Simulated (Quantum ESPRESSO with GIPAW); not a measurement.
# 87Sr and 35Cl NMR of SrCl2, calculated

Aim: the magnetic shielding of every site in SrCl2.

**The experiment.** The 87Sr shift is 45.9 ppm against aqueous Sr2+, in “Structural Investigations of Strontium in Inorganic Crystals, Organic Crystals, and Phyllosilicate Minerals with 87Sr NMR” (Bowers, PhD thesis, The Pennsylvania State University, 2006).

Method: DFT, PBE, plane-wave PAW (pslibrary 1.0.0 recipes), scalar-relativistic, GIPAW; a patched development version of the program, in Quantum ESPRESSO with GIPAW 8.0dev (patched build).

Most raw output is cut from this account.

### 1. Starting point

The structure is cubic, space group Fm-3m (No. 225). The conventional cell has a = 6.977 Å, b = 6.977 Å, c = 6.977 Å, α = 90.00°, β = 90.00°, γ = 90.00°. Nearest to Sr lie 8 Cl at 3.02 Å. Cl has 4 Sr at 3.02 Å nearest. Farther neighbours and most contacts between anions are not listed.

Coordinates:

```cif
data_structure
_symmetry_space_group_name_H-M 'Fm-3m'
_symmetry_Int_Tables_number 225
_cell_length_a 6.9767
_cell_length_b 6.9767
_cell_length_c 6.9767
_cell_angle_alpha 90.000
_cell_angle_beta 90.000
_cell_angle_gamma 90.000
_cell_volume 339.59
loop_
_atom_site_label
_atom_site_type_symbol
_atom_site_symmetry_multiplicity
_atom_site_Wyckoff_symbol
_atom_site_fract_x
_atom_site_fract_y
_atom_site_fract_z
_atom_site_occupancy
Sr1 Sr 4 a 0.00000 0.00000 0.00000 1
Cl1 Cl 8 c 0.25000 0.25000 0.75000 1
```

The cell is an entry of the Crystallography Open Database.

### 2. The SCF step

GIPAW is a response on top of the ground state, so the wavefunctions come first. Their errors pass straight into the induced current, hence the tight threshold. No empty states are asked for: the response is solved without them. The mesh has a spacing of 0.39 Å⁻¹ at most. The PAW files were made with ld1.x from the pslibrary 1.0.0 recipes, with GIPAW reconstruction switched on.

Input file scf.in:

```
&control
  calculation = 'scf'
  prefix = 'x'
  outdir = './tmp/'
  pseudo_dir = './'
/
&system
  ibrav = 0
  nat = 3
  ntyp = 2
  ecutwfc = 55
  ecutrho = 330
  nbnd = 12
/
&electrons
  conv_thr = 1.0d-10
  mixing_beta = 0.7
  electron_maxstep = 100
/
ATOMIC_SPECIES
  Sr 87.620 Sr.pbe-spn-kjpaw_psl.1.0.0-gipaw.UPF
  Cl 35.450 Cl.pbe-n-kjpaw_psl.1.0.0-gipaw.UPF
CELL_PARAMETERS angstrom
  0.00000000 3.48835000 3.48835000
  3.48835000 0.00000000 3.48835000
  3.48835000 3.48835000 0.00000000
ATOMIC_POSITIONS crystal
  Sr 0.00000000 0.00000000 0.00000000
  Cl 0.75000000 0.75000000 0.75000000
  Cl 0.25000000 0.25000000 0.25000000
K_POINTS automatic
  4 4 4 0 0 0
```

Command:

```
$ mpirun -np 4 pw.x -nk 4 -in scf.in > scf.out
```

It took 10 s on 4 MPI ranks of Arm Neoverse V1, shared host; peak memory 0.59 GiB; 40 s of CPU time.

It converged in 11 cycles to an estimated accuracy of 5e-11 Ry, on 8 irreducible k-points.

### 3. Magnetic response

The job finds the current that a weak uniform field induces (applied as a long wave, q_gipaw) and the field that this current makes at each nucleus. On atoms with p or d valence electrons much of the paramagnetic part arises close to the nucleus, where the PAW partial waves rebuild the true states. pawproj makes the reconstruction use the PAW data sets' own projectors.

Input file nmr.in:

```
&inputgipaw
  job = 'nmr'
  prefix = 'x'
  tmp_dir = './tmp/'
  restart_mode = 'from_scratch'
  verbosity = 'low'
  q_gipaw = 0.01
  spline_ps = .true.
  conv_threshold = 1.0d-11
  use_nmr_macroscopic_shape = .false.
  pawproj(1) = .true.
  pawproj(2) = .true.
/
```

Command:

```
$ mpirun -np 4 gipaw.x -in nmr.in > nmr.out
```

It took 49 s on 4 MPI ranks; peak memory 0.35 GiB; 3.3 min of CPU time.

The f-sum rule is met to 0.0016 of 27.2 (0.006 %). Converged shieldings require that this miss be small, but a small miss does not prove them.

From the symmetric part of each tensor, with principal values σ11 ≤ σ22 ≤ σ33: σ_iso is their mean, the span is σ33 − σ11 and the skew 3(σ_iso − σ22)/span. (gipaw.x prints an anisotropy in another convention.)

```
site  atom no.  atoms in cell  σ_iso (ppm)  span (ppm)  skew
  Sr         1              1         2929           0     -
  Cl         2              2        735.3         0.0     -
```

The macroscopic shape term is switched off. For a spherical sample the valence susceptibility of this run would add about 9 ppm to every site, a rough estimate, since the susceptibility converges slowly and lacks part of the PAW terms. Differences within the crystal don't depend on it, but shieldings of different compounds can't be compared to better than a few ppm without it.

Sr and Cl sit on cubic site symmetry, where the tensor must be isotropic.

How the isotropic values are made up (ppm). The core part is that of the free atom's core; bare is the current of the smooth valence states; the last two are what the PAW spheres add to the diamagnetic and the paramagnetic current:

```
site    core   bare  reconstruction, dia  reconstruction, para
  Sr  3441.0  104.2                -26.4                -589.7
  Cl  1050.8   63.0                 -8.2                -370.3
```

### 4. From shieldings to shifts

Covalently bonded atoms count as neighbours within 1.18 times the sum of their radii. Otherwise a cation's neighbours lie within 1.2 times its shortest bond (1.3 for large cations, each anion's radius taken off where they differ), and an anion's are the cations that count it.

```
site  atom no.  atoms in cell  surroundings  bonds (Å)  σ_iso (ppm)
  Sr         1              1         SrCl8      3.021         2929
  Cl         2              2  bound to Sr4      3.021        735.3
```

### 5. What the settings change

Each row names what was changed: another mesh tests the sampling of the zone; another functional shows how far the paramagnetic term hangs on the exchange-correlation form; another cutoff tests the basis.

Changes of σ_iso (ppm) against the run above (PBE, cutoffs 55 and 330 Ry, mesh 4×4×4, 3.9 min). Times are CPU times of pw.x and gipaw.x together, on 4 MPI ranks of Arm Neoverse V1, shared host; on a shared host they are rough. A run is marked as doubtful where the f-sum miss passes 0.015 electrons, or that much for each three atoms in larger cells (with Tl, Pb, Hg, Bi or Sn a third of that, or a mesh spacing over 0.26 Å⁻¹), or where the susceptibility is unphysically large.

```
                                      run  CPU time  f-sum miss     Sr     Cl
                               mesh 5×5×5   4.8 min      1.0e-4   +0.7   +2.1
                                      LDA   3.7 min      0.0026  -63.9  -58.8
cutoffs 40 and 270 Ry (coarse on purpose)   2.5 min      0.0015   -0.5   -0.1
                      mesh 3×3×3 (marked)   2.2 min       0.017   -4.8  -19.6
                                 Wu-Cohen   4.1 min      0.0020  -24.6  -18.8
```

The largest move is -63.9 ppm, on Sr, from LDA.

### 6. Against experiment

Without a fitted line the measured shift still tests the calculation: for an exact theory σ + δ is one number for all compounds of a nucleus, up to the shape term, which is left out of σ and differs by some ppm between compounds.

```
nucleus, site  σ_iso (ppm)  measured δ (ppm)  σ + δ (ppm)  σ + δ of other compounds, same level
     87Sr, Sr         2929              45.9         2975                              SrO 2943
```

### 7. Summary of results

* 87Sr shielding without shape term: 2929 ppm
* 35Cl shielding without shape term: 735.3 ppm

87Sr has one site (SrCl8), with isotropic shielding 2929 ppm (shape term left out). A shift needs a reference, δ = σ_ref − σ, fixed on measured compounds; for 87Sr of this kind at this level too few were at hand, or they scattered too widely about a line, so none is given. For 87Sr, σ + δ is 2975 ppm here and 2943 ppm in SrO: with that reference and slope one the shift would be off by -32 ppm. Going to mesh 5×5×5 changes no isotropic shielding by more than 2.2 ppm, a first measure of the error left in that respect. A higher cutoff was not carried through on these files. The cheaper run with cutoffs 40 and 270 Ry takes about 65 % of the time and is off by 0.53 ppm on Sr. The largest change with the functional is 63.9 ppm in absolute shielding; part of that drops out once each functional has its own reference line. The scalar-relativistic files are used with non-relativistic response operators, which weighs most on the heavy atoms' own shieldings. This build of gipaw.x prints that it is not audited and that its numbers are no references by themselves. It also reports spline_ps as false although the input sets it; why was not traced.

[Logs are printed without paths, hosts, clocks, repeated set-up lines and the standing remarks that a program may print on its own settings, such as how far it seeks lower states.]

[Hosts, paths, dates, database ids (printed as entryN), source tags and the programs' standing remarks are cut or masked in the printed files.]

[Where no reference line passes its bar on scatter, no shift is given, so a measured shift of this compound may stand uncompared.]
